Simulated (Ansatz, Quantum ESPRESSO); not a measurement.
# TlSi (Pm-3m): from the cell to the phonon bands, part 2 of 3

How does TlSi (Pm-3m) vibrate, and is this structure a minimum?

Quantum ESPRESSO 7.5; DFT LDA, scalar-relativistic, plane waves, JTH PAW pseudopotentials.

So far. Step 4 (Relaxing the cell and atoms): Little changed from the start: no atom moved by 0.005 Å and no cell edge by 0.1 %. Step 5 (Self-consistent run for the response): The cell stands at 0.009 GPa, close enough for phonons. The relaxed cell has a = 3.503 Å (conventional setting).

The structure was built from a prototype and need not be the compound's stable phase.

### 6. Phonons on a q mesh

Linear response treats each wavevector in the unit cell, with no supercell; the 2×2×2 mesh fixes the range of the force constants to be had.

Contents of ph.in:

```
phonons
 &inputph
    prefix='x',
    outdir='./tmp',
    fildyn='x.dyn',
    tr2_ph=1.0d-18,
    alpha_mix(1)=0.4,
    nmix_ph=8,
    ldisp=.true.,
    nq1=2,
    nq2=2,
    nq3=2,
 /
```

Command:

```console
$ OMP_NUM_THREADS=1 mpirun -n 4 ph.x -nk 4 -in ph.in > ph.out
```

The program printed:

```text
[banners, grids, parts of the stress and lines that vanish by symmetry left out]
[banner, memory and clock lines left out]
Program PHONON v.7.5

     ./tmp/x.save/

     file Si.upf: wavefunction(s)  0S 0P renormalized
     file Tl.upf: wavefunction(s)  0S 6P 0P 5D 0D renormalized

     IMPORTANT: XC functional enforced from input :
     Exchange-correlation= PW
                           (   1   4   0   0   0   0   0)
     Any further DFT definition will be discarded
     Please, verify this is what you really want

     G-vector sticks info

     Check: negative core charge=   -0.000006

     negative rho (up, down):  8.570E-03 0.000E+00
     Reading collected, re-writing distributed wavefunctions in ./tmp/

     Dynamical matrices for ( 2, 2, 2)  uniform grid of q-points
     (   4 q-points):
       N         xq(1)         xq(2)         xq(3)
       1   0.000000000   0.000000000   0.000000000
       2   0.000000000   0.000000000  -0.500000000
       3   0.000000000  -0.500000000  -0.500000000
       4  -0.500000000  -0.500000000  -0.500000000

     Number and degeneracy of irreps per q-point
       N         xq(1)         xq(2)         xq(3)   N irreps
       1   0.000000000   0.000000000   0.000000000       2
        3   3
       2   0.000000000   0.000000000  -0.500000000       4
        1   2   1   2
       3   0.000000000  -0.500000000  -0.500000000       4
        1   1   2   2
       4  -0.500000000  -0.500000000  -0.500000000       2
        3   3

     Calculation of q =    0.0000000   0.0000000   0.0000000

     phonons

     bravais-lattice index     =            1
     lattice parameter (alat)  =       6.6193  a.u.
     unit-cell volume          =     290.0312 (a.u.)^3
     number of atoms/cell      =            2
     number of atomic types    =            2
     kinetic-energy cut-off    =      40.0000  Ry
     charge density cut-off    =     200.0000  Ry
     convergence threshold     =      1.0E-18
     beta                      =       0.4000
     number of iterations used =            8
     Exchange-correlation= PW
                           (   1   4   0   0   0   0   0)

     celldm(1)=    6.61934  celldm(2)=    0.00000  celldm(3)=    0.00000
     celldm(4)=    0.00000  celldm(5)=    0.00000  celldm(6)=    0.00000

     crystal axes: (cart. coord. in units of alat)
               a(1) = (  1.0000  0.0000  0.0000 )
               a(2) = (  0.0000  1.0000  0.0000 )
               a(3) = (  0.0000  0.0000  1.0000 )

     reciprocal axes: (cart. coord. in units 2 pi/alat)
               b(1) = (  1.0000  0.0000  0.0000 )
               b(2) = (  0.0000  1.0000  0.0000 )
               b(3) = (  0.0000  0.0000  1.0000 )

     Atoms inside the unit cell:

     Cartesian axes

     site n.  atom      mass           positions (alat units)
        1  Si     28.0850   tau(    1) = (    0.00000    0.00000    0.00000  )
        2  Tl    204.3800   tau(    2) = (    0.50000    0.50000    0.50000  )

     Computing dynamical matrix for
                    q = (   0.0000000   0.0000000   0.0000000 )

     49 Sym.Ops. (with q -> -q+G )

     G cutoff =  221.9729  (  13805 G-vectors)     FFT grid: ( 30, 30, 30)
     G cutoff =  177.5784  (   9843 G-vectors)  smooth grid: ( 27, 27, 27)

     number of k points=    56  Marzari-Vanderbilt smearing, width (Ry)=  0.0200

     PseudoPot. # 1 for Si read from file:
     ./pseudo/Si.upf
     Pseudo is Projector augmented-wave + core cor, Zval =  4.0
     Shape of augmentation charge: BESSEL
     Using radial grid of  988 points,  4 beta functions with:
                l(1) =   0
                l(2) =   0
                l(3) =   1
                l(4) =   1
     Q(r) pseudized with 0 coefficients

     PseudoPot. # 2 for Tl read from file:
     ./pseudo/Tl.upf
     Pseudo is Projector augmented-wave + core cor, Zval = 13.0
     Shape of augmentation charge: BESSEL
     Using radial grid of 1129 points,  6 beta functions with:
                l(1) =   0
                l(2) =   0
                l(3) =   1
                l(4) =   1
                l(5) =   2
                l(6) =   2
     Q(r) pseudized with 0 coefficients

     Mode symmetry, O_h (m-3m)  point group:

     Atomic displacements:
     There are    2 irreducible representations

     Representation     1      3 modes -  To be done

     Representation     2      3 modes -  To be done

     Alpha used in Ewald sum =   2.0000

     negative rho (up, down):  8.570E-03 0.000E+00

     Representation #   1 modes #   1   2   3

     Self-consistent Calculation
      iter #   1   av.it.:   8.0
      thresh= 1.000E-02 alpha_mix =  0.400 |ddv_scf|^2 =  7.630E-06
      iter #   2   av.it.:  11.8
      thresh= 2.762E-04 alpha_mix =  0.400 |ddv_scf|^2 =  2.021E-07
      iter #   3   av.it.:  12.5
      thresh= 4.495E-05 alpha_mix =  0.400 |ddv_scf|^2 =  3.578E-08
      iter #   4   av.it.:  12.4
      thresh= 1.892E-05 alpha_mix =  0.400 |ddv_scf|^2 =  8.789E-09
      iter #   5   av.it.:  11.9
      thresh= 9.375E-06 alpha_mix =  0.400 |ddv_scf|^2 =  4.838E-11
      iter #   6   av.it.:  13.8
      thresh= 6.955E-07 alpha_mix =  0.400 |ddv_scf|^2 =  2.477E-12
      iter #   7   av.it.:  13.2
      thresh= 1.574E-07 alpha_mix =  0.400 |ddv_scf|^2 =  6.239E-14
      iter #   8   av.it.:  13.2
      thresh= 2.498E-08 alpha_mix =  0.400 |ddv_scf|^2 =  2.092E-17
      iter #   9   av.it.:  13.6
      thresh= 4.574E-10 alpha_mix =  0.400 |ddv_scf|^2 =  5.882E-18
      iter #  10   av.it.:  12.7
      thresh= 2.425E-10 alpha_mix =  0.400 |ddv_scf|^2 =  1.127E-20

     End of self-consistent calculation

     Convergence has been achieved

     Representation #   2 modes #   4   5   6

     Self-consistent Calculation
      iter #   1   av.it.:   4.5
      thresh= 1.000E-02 alpha_mix =  0.400 |ddv_scf|^2 =  5.997E-08
      iter #   2   av.it.:  13.6
      thresh= 2.449E-05 alpha_mix =  0.400 |ddv_scf|^2 =  6.846E-09
      iter #   3   av.it.:  13.8
      thresh= 8.274E-06 alpha_mix =  0.400 |ddv_scf|^2 =  1.017E-09
      iter #   4   av.it.:  14.1
      thresh= 3.189E-06 alpha_mix =  0.400 |ddv_scf|^2 =  9.293E-12
[...]
End of self-consistent calculation

     Convergence has been achieved

     Number of q in the star =    1
     List of q in the star:
          1   0.000000000   0.000000000   0.000000000

     Diagonalizing the dynamical matrix

     q = (    0.000000000   0.000000000   0.000000000 )

 **************************************************************************
     freq (    1) =      -0.040638 [THz] =      -1.355553 [cm-1]
     freq (    2) =      -0.040638 [THz] =      -1.355553 [cm-1]
     freq (    3) =      -0.040638 [THz] =      -1.355553 [cm-1]
     freq (    4) =       3.988108 [THz] =     133.028951 [cm-1]
     freq (    5) =       3.988108 [THz] =     133.028951 [cm-1]
     freq (    6) =       3.988108 [THz] =     133.028951 [cm-1]
 **************************************************************************

     Mode symmetry, O_h (m-3m)  point group:

     freq (   1-   3) =         -1.4  [cm-1]   --> T_1u G_15  G_4- I
     freq (   4-   6) =        133.0  [cm-1]   --> T_1u G_15  G_4- I

     Calculation of q =    0.0000000   0.0000000  -0.5000000
     [... set-up and bands at k+q left out ...]

     Mode symmetry, D_4h(4/mmm) point group:

     Atomic displacements:
     There are    4 irreducible representations

     Representation     1      1 modes -  To be done

     Representation     2      2 modes -  To be done

     Representation     3      1 modes -  To be done

     Representation     4      2 modes -  To be done

     Message from routine init_vloc:
     Interpolation table for Vloc re-allocated

     Alpha used in Ewald sum =   2.0000

     negative rho (up, down):  8.570E-03 0.000E+00

     Representation #   1 mode #   1

     Self-consistent Calculation

[...]
End of self-consistent calculation

     Convergence has been achieved

     Representation #   2 modes #   2   3

     Self-consistent Calculation

[...]
End of self-consistent calculation

     Convergence has been achieved

     Representation #   3 mode #   4

     Self-consistent Calculation

[...]
End of self-consistent calculation

     Convergence has been achieved

     Representation #   4 modes #   5   6

     Self-consistent Calculation

[...]
End of self-consistent calculation

     Convergence has been achieved

     Number of q in the star =    3
     List of q in the star:
          1   0.000000000   0.000000000  -0.500000000
          2   0.000000000  -0.500000000   0.000000000
          3  -0.500000000   0.000000000   0.000000000

     Diagonalizing the dynamical matrix

     q = (    0.000000000   0.000000000  -0.500000000 )

 **************************************************************************
     freq (    1) =       1.440831 [THz] =      48.060962 [cm-1]
     freq (    2) =       1.440831 [THz] =      48.060962 [cm-1]
     freq (    3) =       1.506612 [THz] =      50.255175 [cm-1]
     freq (    4) =       2.460029 [THz] =      82.057748 [cm-1]
     freq (    5) =       2.947058 [THz] =      98.303289 [cm-1]
     freq (    6) =       2.947058 [THz] =      98.303289 [cm-1]
 **************************************************************************

     Mode symmetry, D_4h(4/mmm) point group:

     freq (   1-   2) =         48.1  [cm-1]   --> E_g  X_5  M_5
     freq (   3-   3) =         50.3  [cm-1]   --> A_2u X_4' M_4'
     freq (   4-   4) =         82.1  [cm-1]   --> A_1g X_1  M_1
     freq (   5-   6) =         98.3  [cm-1]   --> E_u  X_5' M_5'

     Calculation of q =    0.0000000  -0.5000000  -0.5000000
     [... set-up and bands at k+q left out ...]

     Mode symmetry, D_4h(4/mmm) point group:

     Atomic displacements:
     There are    4 irreducible representations

     Representation     1      1 modes -  To be done

     Representation     2      1 modes -  To be done

     Representation     3      2 modes -  To be done

     Representation     4      2 modes -  To be done

     Alpha used in Ewald sum =   2.0000

     negative rho (up, down):  8.570E-03 0.000E+00

     Representation #   1 mode #   1

     Self-consistent Calculation

[...]
End of self-consistent calculation

     Convergence has been achieved

     Representation #   2 mode #   2

     Self-consistent Calculation

[...]
End of self-consistent calculation

     Convergence has been achieved

     Representation #   3 modes #   3   4

     Self-consistent Calculation

[...]
End of self-consistent calculation

     Convergence has been achieved

     Representation #   4 modes #   5   6

     Self-consistent Calculation

[...]
End of self-consistent calculation

     Convergence has been achieved

     Number of q in the star =    3
     List of q in the star:
          1   0.000000000  -0.500000000  -0.500000000
          2  -0.500000000  -0.500000000   0.000000000
          3  -0.500000000   0.000000000  -0.500000000

     Diagonalizing the dynamical matrix

     q = (    0.000000000  -0.500000000  -0.500000000 )

 **************************************************************************
     freq (    1) =      -1.306505 [THz] =     -43.580319 [cm-1]
     freq (    2) =      -1.306505 [THz] =     -43.580319 [cm-1]
     freq (    3) =       1.169365 [THz] =      39.005808 [cm-1]
     freq (    4) =       2.815871 [THz] =      93.927359 [cm-1]
     freq (    5) =       3.908113 [THz] =     130.360633 [cm-1]
     freq (    6) =       3.908113 [THz] =     130.360633 [cm-1]
 **************************************************************************

     Mode symmetry, D_4h(4/mmm) point group:

     freq (   1-   2) =        -43.6  [cm-1]   --> E_u  X_5' M_5'
     freq (   3-   3) =         39.0  [cm-1]   --> B_1u X_2' M_2'
     freq (   4-   4) =         93.9  [cm-1]   --> A_2u X_4' M_4'
     freq (   5-   6) =        130.4  [cm-1]   --> E_u  X_5' M_5'

     Calculation of q =   -0.5000000  -0.5000000  -0.5000000
     [... set-up and bands at k+q left out ...]

     Mode symmetry, O_h (m-3m)  point group:

     Atomic displacements:
     There are    2 irreducible representations

     Representation     1      3 modes -  To be done

     Representation     2      3 modes -  To be done

     Alpha used in Ewald sum =   2.0000

     negative rho (up, down):  8.570E-03 0.000E+00

     Representation #   1 modes #   1   2   3

     Self-consistent Calculation

[...]
End of self-consistent calculation

     Convergence has been achieved

     Representation #   2 modes #   4   5   6

     Self-consistent Calculation

[...]
iter #   3   av.it.:  12.4
      thresh= 9.765E-06 alpha_mix =  0.400 |ddv_scf|^2 =  1.682E-09

      iter #   4   av.it.:  12.6
      thresh= 4.101E-06 alpha_mix =  0.400 |ddv_scf|^2 =  1.085E-11

      iter #   5   av.it.:  13.9
      thresh= 3.293E-07 alpha_mix =  0.400 |ddv_scf|^2 =  9.169E-14

      iter #   6   av.it.:  13.6
      thresh= 3.028E-08 alpha_mix =  0.400 |ddv_scf|^2 =  9.076E-15

      iter #   7   av.it.:  14.3
      thresh= 9.527E-09 alpha_mix =  0.400 |ddv_scf|^2 =  2.482E-17

      iter #   8   av.it.:  12.9
      thresh= 4.982E-10 alpha_mix =  0.400 |ddv_scf|^2 =  3.363E-18

      iter #   9   av.it.:  12.7
      thresh= 1.834E-10 alpha_mix =  0.400 |ddv_scf|^2 =  4.726E-21

     End of self-consistent calculation

     Convergence has been achieved

     Number of q in the star =    1
     List of q in the star:
          1  -0.500000000  -0.500000000  -0.500000000

     Diagonalizing the dynamical matrix

     q = (   -0.500000000  -0.500000000  -0.500000000 )

 **************************************************************************
     freq (    1) =       2.175091 [THz] =      72.553232 [cm-1]
     freq (    2) =       2.175091 [THz] =      72.553232 [cm-1]
     freq (    3) =       2.175091 [THz] =      72.553232 [cm-1]
     freq (    4) =       2.379750 [THz] =      79.379919 [cm-1]
     freq (    5) =       2.379750 [THz] =      79.379919 [cm-1]
     freq (    6) =       2.379750 [THz] =      79.379919 [cm-1]
 **************************************************************************

     Mode symmetry, O_h (m-3m)  point group:

     freq (   1-   3) =         72.6  [cm-1]   --> T_1u G_15  G_4-
     freq (   4-   6) =         79.4  [cm-1]   --> T_2g G_25' G_5+


[key lines of the parts left out:]
the Fermi energy is     9.7627 ev
```

Run time: 5.9 min. Hardware: 4 MPI ranks of Arm Neoverse V2, shared host.

Read from the output:

- largest acoustic frequency at the zone centre before the sum rule: -1.36 cm⁻¹
- highest optical zone-centre mode (no LO-TO term): 133.0 cm⁻¹
- lowest optical zone-centre mode: 133.0 cm⁻¹
- lowest mode on the q mesh (acoustic ones at the zone centre apart): -43.58 cm⁻¹

Frequencies (cm⁻¹) at each irreducible wavevector; negative means imaginary. Frequencies by wavevector:

```
 q (fractions)  star  mode 1  mode 2  mode 3  mode 4  mode 5  mode 6
         0 0 0     1   -1.36   -1.36   -1.36     133     133     133
      0 0 -0.5     3   48.06   48.06   50.26   82.06    98.3    98.3
   0 -0.5 -0.5     3  -43.58  -43.58   39.01   93.93   130.4   130.4
-0.5 -0.5 -0.5     1   72.55   72.55   72.55   79.38   79.38   79.38
```

The acoustic modes at Γ come out as far as 1.4 cm⁻¹ from zero, where they should vanish, a small numerical error.

### 7. Fourier transform to real space

The dynamical matrices of the mesh are Fourier-transformed to force constants in real space.

Contents of q2r.in:

```
 &input
    fildyn='x.dyn',
    zasr='simple',
    flfrc='x.fc',
 /
```

Command:

```console
$ q2r.x < q2r.in > q2r.out
```

The program printed:

```text
[banners, grids, parts of the stress and lines that vanish by symmetry left out]
[banner, memory and clock lines left out]
Program Q2R v.7.5

  reading grid info from file x.dyn0

  reading force constants from file x.dyn1
  Dielectric Tensor not found
  nqs=            1
 q=   0.00000000  0.00000000  0.00000000
  reading force constants from file x.dyn2
  nqs=            3
 q=   0.00000000  0.00000000 -0.50000000
[...]
reading force constants from file x.dyn3
  nqs=            3
[...]
q=  -0.50000000  0.00000000 -0.50000000
  reading force constants from file x.dyn4
  nqs=            1
 q=  -0.50000000 -0.50000000 -0.50000000

      q-space grid ok, #points =    8

      fft-check success (sum of imaginary terms < 10^-12)
```

It took 0.47 s on 1 thread.

### 8. Interpolated phonon bands

From the force constants any wavevector is cheap; points of the mesh come back as solved, but for the sum rule and, in polar crystals, the LO-TO term at Γ; the rest is interpolation.

Contents of matdyn.in:

```
 &input
    asr='simple',
    flfrc='x.fc',
    flfrq='x.freq',
    flvec='x.modes',
    q_in_band_form=.true.,
    q_in_cryst_coord=.true.,
 /
8
  0.0000000   0.0000000   0.0000000  12  ! GAMMA
  0.0000000   0.5000000   0.0000000  12  ! X
  0.5000000   0.5000000   0.0000000  12  ! M
  0.0000000   0.0000000   0.0000000  12  ! GAMMA
  0.5000000   0.5000000   0.5000000  12  ! R
  0.0000000   0.5000000   0.0000000   1  ! X
  0.5000000   0.5000000   0.5000000  12  ! R
  0.5000000   0.5000000   0.0000000   1  ! M
```

Command:

```console
$ matdyn.x -in matdyn.in > matdyn.out
```

The program printed:

```text
[banner, memory and clock lines left out]
Program MATDYN v.7.5

 mass for atomic type   1 not given; uses mass from file x.fc
 mass for atomic type   2 not given; uses mass from file x.fc
     Message from routine matdyn:
     Z* not found in file x.fc, TO-LO splitting at q=0 will be absent!
     Message from routine matdyn:
     Z* not found in file x.fc, TO-LO splitting at q=0 will be absent!

Note: The following floating-point exceptions are signalling: IEEE_UNDERFLOW_FLAG
```

It took 0.47 s on 1 thread.

Numbers from this step:

```yaml
lowest_frequency_on_the_path: -43.72 cm⁻¹
```

Matdyn.x, sum rule simple. The phonon branches at the labelled points (cm⁻¹):

| point | branch 1 | branch 2 | branch 3 | branch 4 | branch 5 | branch 6 |
| --- | --- | --- | --- | --- | --- | --- |
| Γ | 0 | 0 | 0 | 133 | 133 | 133 |
| halfway | 28 | 28 | 45 | 107 | 118 | 118 |
| X | 48 | 48 | 50 | 82 | 98 | 98 |
| halfway | -40 | 34 | 44 | 96 | 108 | 121 |
| M | -44 | -44 | 39 | 94 | 130 | 130 |
| halfway | -34 | 35 | 60 | 99 | 109 | 121 |
| Γ | 0 | 0 | 0 | 133 | 133 | 133 |
| halfway | 25 | 25 | 37 | 107 | 111 | 111 |
| R | 73 | 73 | 73 | 79 | 79 | 79 |
| halfway | -37 | 24 | 63 | 91 | 110 | 118 |
| X | 48 | 48 | 50 | 82 | 98 | 98 |
| jump to R | 73 | 73 | 73 | 79 | 79 | 79 |
| halfway | 10 | 10 | 62 | 84 | 115 | 115 |
| M | -44 | -44 | 39 | 94 | 130 | 130 |

The phonon branches as a text plot (rows in cm⁻¹):

```
    129 |***         ******    ******                          **
    122 |  **       **   *******    ***                       *
    115 |    *     **      * *       * * **        ****      *
    107 |   * *  **         * *       * ** *     ***** *    *
    100 |    * *****      ****         *  ****  **    **** *
     93 |           ******                  *** *   ***       ***
     85 |     *** *                           *   **     **  *
     78 |                                      ***     ** ***
     70 |        *                            **  **   *  * *
     63 |         *          *              **      *   *    *
     56 |     *               *       *       * *    **       *
     48 |   ** *****        *        * *   *    *      *** *
     41 |     *     *********  *          * **   *    *        **
     34 |  * *             * *      *   **       *   *
     26 |   *                 * *       *         * *   *   *
     19 | **     *  *          *   *   * * *       *
     12 |**                     **   **           *          *
      4 |*                       * **
     -3 |                        **
    -11 |                      **         *
    -18 |         *       *   *                        *
    -25 |            *       *                     *
    -33 |                *                                    *
    -40 |          **********                       ***        **
         Γ      X      M          Γ            R        X|R     M
```

Lowest modes at the softest wavevector of the mesh; phase exp(i q.(R + tau)). Modes at q = (0.000, 0.500, 0.500), with each element's share of the kinetic energy (negative means imaginary):

```
mode  frequency (cm⁻¹)  Si %  Tl %
   1             -43.6    40    60
   2             -43.6    40    60
   3              39.0     0   100
   4              93.9   100     0
   5             130.4    60    40
   6             130.4    60    40
```

Displacements in mode 2 (-43.6 cm⁻¹), the largest set to 1, in the home cell:
```
Si1  0.00  0.00 -1.00
Tl2  0.00 -0.46  0.00
```

Displacements in mode 5 (130.4 cm⁻¹), the largest set to 1, in the home cell:
```
Si1  0.00  0.00  1.00
Tl2  0.00 -0.30  0.00
```

Force constants by pair (phonopy on the run's constants); pairs near half the supercell's span include their periodic images. Pair force constants, by row:

```csv
atom,neighbour,distance (Å),third of the trace (eV/Å²),along the pair's line (eV/Å²)
Si1,itself,0,0.9101,–
Si1,Tl,3.034,-0.2011,-0.845
Si1,Si,3.503,0.1075,0.2189
Si1,Si,4.954,0.0553,0.1225
Si1,Si,6.067,0.2099,0.2099
Tl2,itself,0,3.056,–
Tl2,Si,3.034,-0.2011,-0.845
Tl2,Tl,3.503,-0.434,-1.5
Tl2,Tl,4.954,0.0389,0.0175
Tl2,Tl,6.067,-0.2616,-0.2616
```

Mode patterns, pair constants, displacements and means over the zone were worked out by phonopy from the force constants of q2r.x.

The path dips to 44i cm⁻¹.

(Part 2 of 3 ends here.)

[Host names and launcher messages were left out of these logs when they were recorded.]

[Logs are printed without paths, hosts, clocks, repeated set-up lines and the standing remarks that a program may print on its own settings, such as how far it seeks lower states.]

[Hosts, paths, dates, database ids (printed as entryN), source tags and the programs' standing remarks are cut or masked in the printed files.]
